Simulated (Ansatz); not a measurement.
# BeMoS3 (built on the sites of a database entry of BaMoO3): following an unstable mode, part 2 of 2

Wanted: the energy along a soft mode of BeMoS3 (built on the sites of a database entry of BaMoO3) and the structure at the end.

Ansatz 0.2.0; DFT PBEsol, scalar-relativistic, plane waves, PAW.

So far, highest frequency on the path or at a solved wavevector (cm⁻¹): step 2 (response at finite wavevector) 522. Also lowest frequency on the path (cm⁻¹): step 2 -291.

The structure was built from a prototype and need not be the compound's stable phase.

## 5. Energy along the mode, all amplitudes (two of the runs are shown above)

An imaginary frequency means negative curvature, so the energy should fall and then rise again as anharmonic terms take over.

This step gave:

```
depth at the lowest point sampled  : 128.5 meV/atom
largest atomic shift at that point : 0.6 Å
```

The energy from the parent by largest atomic shift:

| largest atomic shift (Å) | energy from the parent (meV/atom) |
| --- | --- |
| 0.000 | 0 |
| 0.040 | -0.549 |
| 0.080 | -2.20 |
| 0.140 | -6.76 |
| 0.220 | -16.8 |
| 0.320 | -35.7 |
| 0.450 | -71.4 |
| 0.600 | -128 |

Displacement at unit largest shift by atom:

| atom | x (Å) | y (Å) | z (Å) | size |
| --- | --- | --- | --- | --- |
| Be1 | 0.000 | -0.707 | -0.707 | 1.000 |
| Be2 | 0.000 | 0.707 | 0.707 | 1.000 |
| Mo3 | 0.000 | 0.070 | 0.070 | 0.099 |
| Mo4 | 0.000 | -0.070 | -0.070 | 0.099 |
| S5 | 0.000 | 0.000 | 0.000 | 0.000 |
| S6 | 0.000 | 0.000 | 0.000 | 0.000 |
| S7 | 0.000 | 0.000 | 0.000 | 0.000 |
| S8 | 0.000 | 0.000 | 0.000 | 0.000 |
| S9 | 0.000 | -0.151 | -0.151 | 0.214 |
| S10 | 0.000 | 0.151 | 0.151 | 0.214 |

The lowest of the steps tried is the last one, at 0.6 Å, 128 meV/atom below the parent; the bottom of the well need not coincide with a step.

## 6. Relaxing from the distorted cell

Starting from the lowest point found, all atoms and the cell are let go, so that strain and other modes of the same symmetry can join in.

File input.yaml:

```yaml
crystal:
  lattice:
    - [-4.6206887221, 0.0, 0.0]
    - [0.0, -4.6206887221, -4.6206887221]
    - [0.0, -4.6206887221, 4.6206887221]
  atoms:
    - { symbol: Be, position: [0.5, 0.0918183618, 0.5] }
    - { symbol: Be, position: [0.5, 0.4081816382, 0.0] }
    - { symbol: Mo, position: [0.0, -0.0091074817, 0.0] }
    - { symbol: Mo, position: [0.0, 0.5091074817, 0.5] }
    - { symbol: S, position: [0.0, 0.75, 0.75] }
    - { symbol: S, position: [0.0, 0.25, 0.25] }
    - { symbol: S, position: [0.0, 0.25, 0.75] }
    - { symbol: S, position: [0.0, 0.75, 0.25] }
    - { symbol: S, position: [0.5, 0.0196696715, 0.0] }
    - { symbol: S, position: [0.5, 0.4803303285, 0.5] }
kpoints:
  mp_grid: { grid: [6, 6, 6] }
hamiltonian:
  xc: pbesol
scf:
  occupations: { method: methfessel_paxton, width: 0.15 }
output:
  forces: true
  stress: true
  eigenvalues: true
  write_density: true
  write_potential: true
  elf: true
  volumetric_format: npy
relax:
  adjacent_minimum: "off"
  f_tol: 0.002
  max_steps: 120
  cell: { stress_tol: 0.03 }
```

Launch:

```sh
> ansatz run input.yaml --threads 8 --pin off --max-ram 14336MiB --backend cpu --events-out ev --progress --plain --runs-dir out
```

Numbers of over 12 decimals in the logs are rounded to 6 here.

What it wrote:

```text
[...]
Crystal: 10 atoms, lattice volume = 197.310 Å³
Basis set: ecut = 420 eV, 3891 PW (Γ), exchange–correlation on 64×90×90 points (8 copies of the dense FFT grid, shifted against one another)
Bands: 44, of which v1, the nominal top of the filled ones, is band 34 counted from 1 (33 counted from 0)
Symmetry: 8 space group operations
[...]
k-points: 64 of 216
[...]
SCF iter   1: F=—  HF=-15281.931077 eV  |F-HF|=—  |Δ(HF+E_count)|=         —  Δρ=7.10e-3  dr2=2.05e-1  ethr=1.77e-3  ⟨swp⟩=5.9  Hψ=11193  notcnv=0
[...]
SCF iter   8: F=-15281.899420 eV  HF=-15281.899420 eV  |F-HF|=4.47e-10  |Δ(HF+E_count)|=   2.93e-8  S|Δr|=    0.00e0  Δρ=1.73e-6  dr2=1.09e-8  ethr=1.47e-10  ⟨swp⟩=12.6  Hψ=18164  notcnv=0
SCF 1 converged in 8 iterations: F = -15281.899420 eV  dr2 = 1.09e-8
[...]
relax step   1: F+E_penalty+E_count = -15281.89942024 eV  Δ(F+E_penalty+E_count) = +0.000e0 eV  max|allowed force component| = 1.217e0 eV/Å  Δτ_max = 0.0000 Å  P = +0.122 GPa  Ω = 197.310 Å³  (8 SCF iters, dr2 threshold 1.00e-7 eV, accepted)
Crystal: 10 atoms, lattice volume = 198.406 Å³
[...]
SCF iter   7: F=-15283.016184 eV  HF=-15283.016184 eV  |F-HF|=1.18e-8  |Δ(HF+E_count)|=   4.69e-7  S|Δr|=    0.00e0  Δρ=7.33e-6  dr2=1.14e-7  ethr=1.47e-9  ⟨swp⟩=11.7  Hψ=21416  notcnv=0
SCF 2 converged in 7 iterations: F = -15283.016184 eV  dr2 = 1.14e-7
relax step   2: F+E_penalty+E_count = -15283.01618392 eV  Δ(F+E_penalty+E_count) = -1.117e0 eV  max|allowed force component| = 1.418e0 eV/Å  Δτ_max = 0.1947 Å  P = +0.012 GPa  Ω = 198.406 Å³  energy of the carried Pulay correction = -6.575e-5 eV  (7 SCF iters, dr2 threshold 1.00e-6 eV, accepted)
Crystal: 10 atoms, lattice volume = 198.993 Å³
[...]
SCF iter   7: F=-15283.913127 eV  HF=-15283.913127 eV  |F-HF|=3.95e-8  |Δ(HF+E_count)|=   1.92e-6  S|Δr|=    0.00e0  Δρ=1.08e-5  dr2=3.21e-7  ethr=1.47e-9  ⟨swp⟩=13.3  Hψ=21947  notcnv=0
SCF 3 converged in 7 iterations: F = -15283.913127 eV  dr2 = 3.21e-7
relax step   3: F+E_penalty+E_count = -15283.91312677 eV  Δ(F+E_penalty+E_count) = -8.969e-1 eV  max|allowed force component| = 5.403e-1 eV/Å  Δτ_max = 0.1930 Å  P = +2.067 GPa  Ω = 198.993 Å³  energy of the carried Pulay correction = -1.009e-4 eV  (7 SCF iters, dr2 threshold 1.00e-6 eV, accepted)
[... from here on, the SCF cycles and remarks between the steps are left out ...]
relax step   4: F+E_penalty+E_count = -15284.45992537 eV  Δ(F+E_penalty+E_count) = -5.468e-1 eV  max|allowed force component| = 3.434e-1 eV/Å  Δτ_max = 0.1954 Å  P = +0.016 GPa  Ω = 205.377 Å³  energy of the carried Pulay correction = -4.757e-4 eV  (7 SCF iters, dr2 threshold 1.00e-6 eV, accepted)
relax step   5: F+E_penalty+E_count = -15284.84944399 eV  Δ(F+E_penalty+E_count) = -3.895e-1 eV  max|allowed force component| = 1.673e-1 eV/Å  Δτ_max = 0.1957 Å  P = +1.879 GPa  Ω = 204.672 Å³  energy of the carried Pulay correction = -4.349e-4 eV  (7 SCF iters, dr2 threshold 1.00e-6 eV, accepted)
relax step   6: F+E_penalty+E_count = -15284.99601344 eV  Δ(F+E_penalty+E_count) = -1.466e-1 eV  max|allowed force component| = 6.119e-2 eV/Å  Δτ_max = 0.1530 Å  P = +0.364 GPa  Ω = 211.262 Å³  energy of the carried Pulay correction = -8.110e-4 eV  (7 SCF iters, dr2 threshold 1.00e-6 eV, accepted)
relax step   7: F+E_penalty+E_count = -15285.00228503 eV  Δ(F+E_penalty+E_count) = -6.272e-3 eV  max|allowed force component| = 2.592e-2 eV/Å  Δτ_max = 0.0168 Å  P = -0.035 GPa  Ω = 212.204 Å³  energy of the carried Pulay correction = -8.638e-4 eV  (5 SCF iters, dr2 threshold 1.00e-6 eV, accepted)
relax step   8: F+E_penalty+E_count = -15285.00276013 eV  Δ(F+E_penalty+E_count) = -4.751e-4 eV  max|allowed force component| = 1.144e-2 eV/Å  Δτ_max = 0.0029 Å  P = +0.050 GPa  Ω = 212.036 Å³  energy of the carried Pulay correction = -8.544e-4 eV  (5 SCF iters, dr2 threshold 7.05e-8 eV, accepted)
relax step   9: F+E_penalty+E_count = -15285.00286742 eV  Δ(F+E_penalty+E_count) = -1.073e-4 eV  max|allowed force component| = 8.074e-4 eV/Å  Δτ_max = 0.0023 Å  P = +0.004 GPa  Ω = 212.163 Å³  energy of the carried Pulay correction = -8.615e-4 eV  (5 SCF iters, dr2 threshold 4.99e-8 eV, accepted)
relax step  10: F+E_penalty+E_count = -15285.00926848 eV  Δ(F+E_penalty+E_count) = -6.401e-3 eV  max|allowed force component| = 7.029e-4 eV/Å  Δτ_max = 0.0000 Å  P = +0.055 GPa  Ω = 212.163 Å³  stress off target by 1.40e-1 GPa  SCF on the basis re-selected at this cell (its energy is not comparable with the rows above)  (7 SCF iters)
relax step  11: F+E_penalty+E_count = -15285.00948653 eV  Δ(F+E_penalty+E_count) = -2.180e-4 eV  max|allowed force component| = 1.616e-3 eV/Å  Δτ_max = 0.0033 Å  P = +0.008 GPa  Ω = 212.385 Å³  energy of the carried Pulay correction = -1.298e-5 eV  (5 SCF iters, dr2 threshold 4.91e-8 eV, accepted)
[...]
SCF iter   6: F=-15285.009497 eV  HF=-15285.009497 eV  |F-HF|=1.82e-12  |Δ(HF+E_count)|=  4.37e-11  S|Δr|=    0.00e0  Δρ=8.50e-8  dr2=1.60e-11  ethr=1.00e-12  ⟨swp⟩=5.6  Hψ=13742  notcnv=0
SCF 12 converged in 6 iterations: F = -15285.009497 eV  dr2 = 1.60e-11
relax step  12: F+E_penalty+E_count = -15285.00949662 eV  Δ(F+E_penalty+E_count) = -1.009e-5 eV  max|allowed force component| = 1.645e-3 eV/Å  Δτ_max = 0.0000 Å  P = +0.007 GPa  Ω = 212.385 Å³  stress off target by 1.74e-2 GPa  SCF on the basis re-selected at this cell (its energy is not comparable with the rows above)  (6 SCF iters)
[...]
SCF converged after 6 iterations
[...]
Free energy (F): -15285.009497 eV
[...]
Internal energy: -15285.011316 eV  (E = F + TS)
E sigma→0 (E₀):  -15285.009951 eV
Entropy (-TS):   0.001819 eV (0.182 meV/atom)
Fermi energy:    6.412075 eV
[...]
--- Forces (eV/Å), atoms counted from 1 ---
  atom   1  Be    -0.00000000     0.00147612     0.00147612
  atom   2  Be     0.00000000    -0.00147612    -0.00147612
  atom   3  Mo     0.00000000     0.00164540     0.00164540
  atom   4  Mo    -0.00000000    -0.00164540    -0.00164540
  atom   5  S      0.00000000    -0.00000000     0.00000000
  atom   6  S      0.00000000     0.00000000     0.00000000
  atom   7  S      0.00000000     0.00000000    -0.00000000
  atom   8  S     -0.00000000     0.00000000    -0.00000000
  atom   9  S     -0.00000000     0.00156645     0.00156645
  atom  10  S      0.00000000    -0.00156645    -0.00156645
  max |Σ_I F_I| component: 3.94e-31 eV/Å
--- Stress (GPa, compression-positive) ---
        0.008153       0.000000       0.000000
        0.000000       0.007091       0.010261
        0.000000       0.010261       0.007091
  P = ⅓ Tr σ = 0.0074 GPa (0.074 kbar)
--- Band table (eV; the first three rows and the last of 64) ---
  k-point 0: bands = [... 30 lower, 4.8021, 4.9629, 5.6171, 5.7389, 6.1988, 6.3032, 6.5151, 7.6678, ... 6 higher]
  k-point 1: bands = [... 30 lower, 4.9533, 5.1227, 5.7421, 5.7494, 5.8858, 6.5206, 6.7650, 7.6573, ... 6 higher]
  k-point 2: bands = [... 30 lower, 4.7574, 4.9820, 5.2147, 5.6845, 6.4162, 6.9884, 7.1633, 7.7321, ... 6 higher]
  k-point 63: bands = [... 30 lower, 5.2931, 5.2931, 6.7497, 6.7497, 7.0273, 7.0273, 7.6478, 7.6478, ... 6 higher]
--- Relaxed structure (10 steps of the walk, 10 accepted, 2 SCFs on fresh bases) ---
  F+E_penalty+E_count = -15285.00949662 eV   max|allowed force component| = 1.645e-3 eV/Å   (the final SCF, on the basis selected at the relaxed cell)
  cell:  # Å, volume = 212.3848 Å³
    - [-4.513732, 0, 0]
    - [0, -5.215348, -5.215348]
    - [0, -4.511016, 4.511016]
  atoms:
    - { symbol: Be, position: [0.5, 0.234587, 0.500000] }
    - { symbol: Be, position: [0.5, 0.265413, 0.0] }
    - { symbol: Mo, position: [0, -0.047903, 0.0] }
    - { symbol: Mo, position: [0, 0.547903, 0.500000] }
    - { symbol: S, position: [0, 0.750000, 0.750000] }
    - { symbol: S, position: [0, 0.25, 0.250000] }
    - { symbol: S, position: [0, 0.25, 0.75] }
    - { symbol: S, position: [0, 0.75, 0.250000] }
    - { symbol: S, position: [0.5, 0.00396967, 0.0] }
    - { symbol: S, position: [0.5, 0.496030, 0.500000] }
```

Elapsed: 58 s, on 8 threads of Intel Xeon Platinum 8559C (Emerald Rapids), shared host; peak memory 1.2 GiB; 6.9 min of CPU time.

Step by step:

| step | energy less that of the first step (eV) | largest force component (eV/Å) | pressure (GPa) | volume (Å³) |
| --- | --- | --- | --- | --- |
| 1 | 0.0000 | 1.2171 | 0.12 | 197.31 |
| 2 | -1.1168 | 1.4179 | 0.01 | 198.41 |
| 3 | -2.0137 | 0.5403 | 2.07 | 198.99 |
| 4 | -2.5605 | 0.3434 | 0.02 | 205.38 |
| 5 | -2.9500 | 0.1673 | 1.88 | 204.67 |
| 6 | -3.0966 | 0.0612 | 0.36 | 211.26 |
| 7 | -3.1029 | 0.0259 | -0.04 | 212.20 |
| 8 | -3.1033 | 0.0114 | 0.05 | 212.04 |
| 9 | -3.1034 | 0.0008 | 0.00 | 212.16 |
| 10* | -3.1098 | 0.0007 | 0.05 | 212.16 |
| 11 | -3.1101 | 0.0016 | 0.01 | 212.38 |
| 12* | -3.1101 | 0.0016 | 0.01 | 212.38 |

Relaxation steps marked * repeat the geometry before them on a plane-wave basis chosen anew for their cell, so energy and pressure can jump there.

The run keeps the 8 symmetry operations that it works with, so distortions that break them were not tested.

| cell as run | before | after | change |
| --- | --- | --- | --- |
| a (Å) | 4.621 | 4.514 | -2.3 % |
| b (Å) | 6.535 | 7.376 | +12.9 % |
| c (Å) | 6.535 | 6.380 | -2.4 % |
| volume (Å³/atom) | 19.73 | 21.24 | +7.6 % |

The atoms that moved most (Å, as changes of fractional coordinates times the final cell):

| atom | dx | dy | dz | length |
| --- | --- | --- | --- | --- |
| Be2 | 0.000 | 0.745 | 0.745 | 1.053 |
| Be1 | 0.000 | -0.745 | -0.745 | 1.053 |
| Mo3 | 0.000 | 0.202 | 0.202 | 0.286 |
| Mo4 | 0.000 | -0.202 | -0.202 | 0.286 |
| S10 | 0.000 | -0.082 | -0.082 | 0.116 |
| S9 | 0.000 | 0.082 | 0.082 | 0.116 |

Final coordinates:

```xyz
10
Lattice="-4.5137 0.0000 0.0000 0.0000 -5.2153 -5.2153 0.0000 -4.5110 4.5110" Properties=species:S:1:pos:R:3 pbc="T T T"
Be   -2.2569   -3.4790    1.0321
Be   -2.2569   -1.3842   -1.3842
Mo    0.0000    0.2498    0.2498
Mo    0.0000   -5.1130   -0.6020
S     0.0000   -7.2948   -0.5282
S     0.0000   -2.4316   -0.1761
S     0.0000   -4.6871    2.0794
S     0.0000   -5.0393   -2.7838
S    -2.2569   -0.0207   -0.0207
S    -2.2569   -4.8425   -0.3315
```

Numbers from this step:

```yaml
pressure: 0.007445 GPa
volume_per_atom: 21.24 Å³
```

Valence density in the ab plane at fractional z = 0.000, with atoms of Be and Mo and S within 0.2 Å of it. It is the smooth field of the valence electrons, not physical close to the nuclei.

Ten steps, logarithmic in the rise over the least value, from '0' (0.0 e/Å³) to '9' (6.5 e/Å³), each cell a mean:
```
99855655665689
99754555554589
88643444433478
55422222222345
33221111111233
32211000001122
21110000000112
11000000000011
00000000000000
00000000000000
00000000000000
00000000000000
00000000000000
11111111111111
11111111111111
22222211122222
22222222222222
22222344432222
22223455432222
44334566643334
76545665654457
98755643565579
```
Columns run along a (4.5 Å), rows up along b (7.4 Å). Atoms in or near the plane, at fractional coordinates: Be at (0.50, 0.27), Mo at (0.00, 0.95), S at (0.50, 0.00).

Electrostatic potential energy in the ab plane at fractional z = 0.000, with atoms of Be and Mo and S within 0.2 Å of it. With pseudopotentials it is smooth inside the atoms' cores, unlike the true potential.

Ten even steps from '0' (-53 eV) to '9' (11 eV), each cell a mean:
```
00277433357500
00378644578510
02589887898741
66899999999876
88999999999998
99999999999999
99999999999999
99999999999999
99999999999999
99999999999999
99999999999999
99999999999999
99999988999999
99999877789999
99998743579999
99998510378999
99998621378999
99998755689999
99999877889999
78898754689987
34787433368863
00477344357620
```
Columns run along a (4.5 Å; values clipped at the 3rd and 97th percentile), rows up along b (7.4 Å). Atoms in or near the plane, at fractional coordinates: Be at (0.50, 0.27), Mo at (0.00, 0.95), S at (0.50, 0.00).

ELF in the ab plane at fractional z = 0.000, with atoms of Be and Mo and S within 0.2 Å of it. It is the smooth field of the valence electrons, not physical close to the nuclei.

Ten even steps from '_' (0.00) to '@' (0.92), each cell a mean:
```
==##**--##@@++::##@@++--##**
**##++::**@@%%%%@@%%==--####
####==::==##%%%%%%**--::++##
----::..::--++++==--..::::--
::::::................::::::
::::::..____________....::::
......________________......
____________________________
____________________________
____________________________
____________________________
__________..........________
______..::--------::....____
____..::----::::----::..____
__....::--::____..----....__
......::::..______::::......
........::........::::......
........::++####**==::......
........==##@@@@@@**--......
::....::++%%@@@@@@##==....::
**++----####++==**##++::==**
####++--####..__==%%**--**##
```
Columns run along a (4.5 Å), rows up along b (7.4 Å). Atoms in or near the plane, at fractional coordinates: Be at (0.50, 0.27), Mo at (0.00, 0.95), S at (0.50, 0.00).

The distorted start has space group Pmma; the relaxation ends in Pmma.

## 7. Results

```yaml
unstable_mode_of_the_parent: q = (0, -0.5, -0.5), 291i cm⁻¹
depth_at_the_lowest_point_sampled: 128 meV/atom
largest_atomic_shift_at_that_point: 0.6 Å
space_group_reached_within_0p01_a: Pmma
energy_gained_over_the_parent_first_relaxation_on_the_mesh_of_the_frozen_mode: 440 meV/atom
volume_per_atom_phase_reached: 21.2 Å³
```

**Reading.** Along this mode the structure falls into Pmma, 440 meV/atom below the parent. At the parent's cell the well is 128.5 meV/atom deep on the steps tried, with its lowest point at a shift of 0.6 Å. That is the last step tried, so the steps alone don't bracket the bottom of the well. Relaxing atoms and cell changes the gain by +311.09 meV/atom against the lowest step (energies at zero smearing). Most of the total comes from this relaxation. The modes of the phase reached were not computed on this path. Of the 6 patterns followed to their end from this parent, this one ends 216 meV/atom above the lowest, R3m. Each path keeps the symmetry of its pattern, so a lower phase may lie along a pattern not tried. With no gap, or one that is small against the smearing, the frequencies hang on the k mesh and the smearing, most of all near Kohn anomalies. The starting cell was built on a prototype and not taken from a measurement, so the phase need not exist.

[Logs are printed without paths, hosts, clocks, repeated set-up lines and the standing remarks that a program may print on its own settings, such as how far it seeks lower states.]

[Hosts, paths, dates, database ids (printed as entryN), source tags and the programs' standing remarks are cut or masked in the printed files.]
